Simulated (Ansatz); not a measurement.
# Cutoff, mesh or smearing: what limits a work function? K(111), Ca(110), Y(0001), Nb(110), Ag(100) and Au(111)

One slab of each metal is run with one setting changed at a time. Which setting moves the work function most, and which can be cut?

How it was computed: Ansatz 0.2.0, plane waves with PAW datasets (its set soft_2), PBE; unrelaxed symmetric slabs of 7 layers (11 for bcc (111)), 18 Å of vacuum. The reference has 420 eV, the mesh listed and Fermi-Dirac smearing of 0.1 eV; the other columns give the change in eV.

Results:

```tsv
face	mesh	reference (eV)	300 eV	600 eV	mesh × 1/3	mesh × 2/3	mesh × 3/2	Gaussian 0.05	cold 0.1	Methfessel-Paxton 0.2	Fermi-Dirac 0.3
K(111)	7×7	2.206	0.000	0.000	−0.023	+0.009	−0.001	−0.023	−0.030	−0.040	+0.214
Ca(110)	8×10	2.800	+0.001	0.000	+0.023	+0.001	0.000	−0.033	−0.032	−0.025	+0.164
Y(0001)	13×13	3.370	0.000	0.000	+0.032	−0.002	0.000	−0.139	−0.139	−0.112	+0.224
Nb(110)	15×15	4.542	+0.001	0.000	−0.005	−0.004	+0.001	+0.027	+0.020	+0.020	−0.062
Ag(100)	14×14	4.296	+0.003	0.000	−0.032	0.000	−0.006	+0.006	−0.012	−0.003	+0.045
Au(111)	16×16	5.164	+0.002	0.000	+0.250	+0.014	−0.020	+0.031	+0.013	+0.001	+0.022
```

**Reading.** The largest change of a row comes from the hot smearing on 5 faces, from the coarsest mesh on 1 and from another setting on 0. Runs at 200 eV and on a still coarser mesh, made as deliberately poor settings, are not listed. 600 eV moves no value by more than 0.001 eV, and 300 eV none by more than 0.003 eV. A mesh with a third of the points along each axis is off by up to 0.25 eV (Au(111)) and two thirds by up to 0.014 eV; three halves still move Au(111) by 0.020 eV, so the reference mesh is not converged beyond that. The three narrow or corrected schemes, nearer to zero temperature, lie −0.13 to +0.02 eV from the reference on average: on Y(0001) they agree with each other, so the reference's own smearing of 0.1 eV is an error there, larger than that of cutoff or of the two finer meshes. Fermi-Dirac smearing of 0.3 eV, an electron temperature near 3,500 K, moves Y(0001) by 0.22 eV.

Caveats: Where those three schemes disagree, their widths or the mesh may be the cause; they were not run on a finer mesh. One setting changes at a time, and errors need not add; the faces are unrelaxed and unreconstructed. The table is a selection: not every member that was run is listed.

[Logs are printed without paths, hosts, clocks, repeated set-up lines and the standing remarks that a program may print on its own settings, such as how far it seeks lower states.]
